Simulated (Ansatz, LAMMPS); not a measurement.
# Squeezing and shearing glassy 44SiO2-56MgO (mol %) (83 atoms): runs compared

Aim: relax glassy 44SiO2-56MgO (mol %) (83 atoms), then change its volume and shape to read moduli from the stress.

Computed with Ansatz 0.2.0: Kohn-Sham DFT, RPBE, PAW (set soft_2), plane waves.

### Step 1. The cell as built

The cell holds 83 atoms: 15 Si, 19 Mg and 49 O. Its edges and angles: a = 10.007 Å, b = 10.007 Å, c = 10.007 Å, α = 90.0°, β = 90.0°, γ = 90.0°. 83 atoms (15 Si, 19 Mg, 49 O) placed at random at 2.56 g/cm³, melted at 4000 K for 10 ps at fixed volume with the Morse and Coulomb pair potential with partial charges (Pedone, Malavasi, Menziani, Cormack and Segre, J. Phys. Chem. B 110, 11780 (2006)). Quenched from 4000 K to 300 K at 30 K/ps and fixed volume, held 10 ps at zero pressure.

Limits known from the start: The quench rate of 30 K/ps far exceeds what a furnace or splat quench reaches, so expect more defects and frozen-in strain than in a real sample. The starting topology of bonds comes from the classical model, and needn't be the one that DFT or experiment would give. The Brillouin zone is sampled at Γ only.

### Step 2. The reference run

The reference is a single point at the end of the relaxation.

Every strained cell starts from the geometry of this run, and its atoms are relaxed with the cell held.

Its input, with most atom lines left out:

```yaml
crystal:
  lattice:
    - [10.22176, -0.03583, -0.19501]
    - [-0.03583, 10.14317, -0.00701]
    - [-0.19501, -0.00701, 10.05592]
  atoms:
    - { symbol: Si, position: [0.8472, 0.84434, 0.23117] }
    - { symbol: Si, position: [0.62083, 0.60896, 0.83962] }
    - { symbol: Si, position: [0.33451, 0.3341, 0.02653] }
    - { symbol: Si, position: [0.94767, 0.94614, 0.94786] }
    - { symbol: Si, position: [0.70332, 0.13531, 0.93146] }
    - { symbol: Si, position: [0.49908, 0.78659, 0.51117] }
    - { symbol: Si, position: [0.93186, 0.78162, 0.51403] }
    [... atom lines 8 to 83 left out ...]
kpoints:
  mp_grid: { grid: [1, 1, 1] }
hamiltonian:
  xc: rpbe
scf:
  occupations: { method: fixed }
output:
  forces: true
  stress: true
  populations: true
  dos:
    method: { smearing: { sigma: 0.08 } }
    de: 0.1
    projected: { site_lists: { Mg: [Mg], O: [O], Si: [Si] } }
  eigenvalues: true
  write_density: true
  write_potential: true
  volumetric_format: npy
```

| Item | Value |
| --- | --- |
| free energy per atom | -893.7312 eV/atom |
| r.m.s. force component | 0.00507 eV/Å |
| pressure | 0.03288 GPa |

Filled and empty levels are parted by 3.26 eV (at Γ alone); a semilocal functional tends to put such gaps too low. In a disordered cell it changes from sample to sample, and tail or defect levels can set it.

### Step 3. The runs

Each row is one run, on 4 threads of Arm Neoverse V2, shared host. The free energy is the program's total, comparable only between runs with the same functional, potentials and atoms.

| run | atoms | outcome | ionic steps, all passes | free energy (eV) | time | host memory (GiB) |
| --- | --- | --- | --- | --- | --- | --- |
| Single point at the start | 83 | converged | - | -74171.601 | 7.4 s | 1.2 |
| Cell and atoms relaxed | 83 | converged | 9 | -74179.687 | 63 s | 1.2 |
| Single point at the relaxed geometry | 83 | converged | - | -74179.687 | 14 s | 1.3 |
| Volume -3 % | 83 | converged | 7 | -74179.463 | 60 s | 1.3 |
| Volume +3 % | 83 | converged | 6 | -74179.513 | 57 s | 1.4 |
| Volume -6 % | 83 | converged | 6 | -74178.700 | 52 s | 1.3 |
| Volume +6 % | 83 | converged | 6 | -74179.016 | 58 s | 1.4 |
| Volume -10 % | 83 | converged | 7 | -74176.732 | 62 s | 1.2 |
| Stretched by 1 % along x | 83 | converged | 4 | -74179.655 | 38 s | 1.3 |
| Compressed by 1 % along x | 83 | converged | 4 | -74179.646 | 36 s | 1.3 |
| Sheared by 2 % in xy | 83 | converged | 5 | -74179.639 | 46 s | 1.3 |

In some runs the program notes that the SCF threshold is loose for the stress.

### Step 4. Pressure against volume

Atoms are relaxed at each volume, in the scaled cell.

| volume change (%) | volume (Å³/atom) | energy change (meV/atom) | pressure (GPa) | largest move on relaxing (Å) | bonds | gap (eV) |
| --- | --- | --- | --- | --- | --- | --- |
| -10 | 11.301 | 35.61 | 9.92 | 0.36 | 150 | 3.65 |
| -6 | 11.803 | 11.89 | 5.38 | 0.21 | 149 | 3.49 |
| -3 | 12.180 | 2.71 | 2.48 | 0.12 | 147 | 3.38 |
| +0 | 12.557 | 0.00 | 0.03 | - | 144 | 3.26 |
| +3 | 12.933 | 2.10 | -1.83 | 0.21 | 144 | 3.16 |
| +6 | 13.310 | 8.09 | -3.36 | 0.44 | 142 | 3.09 |

### Step 5. Uniaxial strain and shear

Stress (GPa, compression positive) less that of the relaxed cell, atoms relaxed:

```csv
strain,xx,yy,zz,xy,energy change (meV/atom)
stretched by 1 % along x,-1.061,-0.371,-0.389,0.108,0.38
compressed by 1 % along x,1.299,0.519,0.520,-0.051,0.50
sheared by 2 % in xy,0.206,0.238,0.046,-0.796,0.58
```

### Step 6. What came out

The bulk modulus, from the slope of pressure against ln V over the three points nearest the relaxed volume, is 71.8 GPa; a quadratic over all points gives a pressure derivative of about 5.8. The count of bonds runs from 142 to 150 over the series, so at some points contacts cross the cutoffs. The gap goes from 3.65 eV at the smallest volume to 3.09 eV at the largest, -3.5 eV per unit of ln V by a straight line, on the run's k-points. In the Cartesian axes of the cell, finite differences give C11 = 118, C12 = 44.5, C13 = 45.5 and C66 = 39.8 GPa (the shear of 2 % is the engineering strain, εxy = 0.01). The mean of C11, C12 and C13, which equals the bulk modulus in a cubic or isotropic solid, is 69.3 GPa: it agrees with the bulk modulus within 10 %. For an isotropic solid C66 would equal (C11 − C12)/2 = 36.8 GPa; so small a sample needn't be isotropic, and C66 rests on one shear. With the bulk modulus and C66 as K and G, Young's modulus would be about 101 GPa and Poisson's ratio 0.27.

Caveats: Strains are finite and relaxations stop at the force tolerance of the input, which can leave moduli too stiff; they are those of a static cell at zero temperature. Volumes are changed with the cell's shape held, so in an anisotropic solid the modulus lies over the one under free hydrostatic load. The program notes that the SCF threshold of the relaxations is loose for the stress.

The DFT runs together took 8.2 min of wall time.

[Logs are printed without paths, hosts, clocks, repeated set-up lines and the standing remarks that a program may print on its own settings, such as how far it seeks lower states.]

[Hosts, paths, dates, database ids (printed as entryN), source tags and the programs' standing remarks are cut or masked in the printed files.]
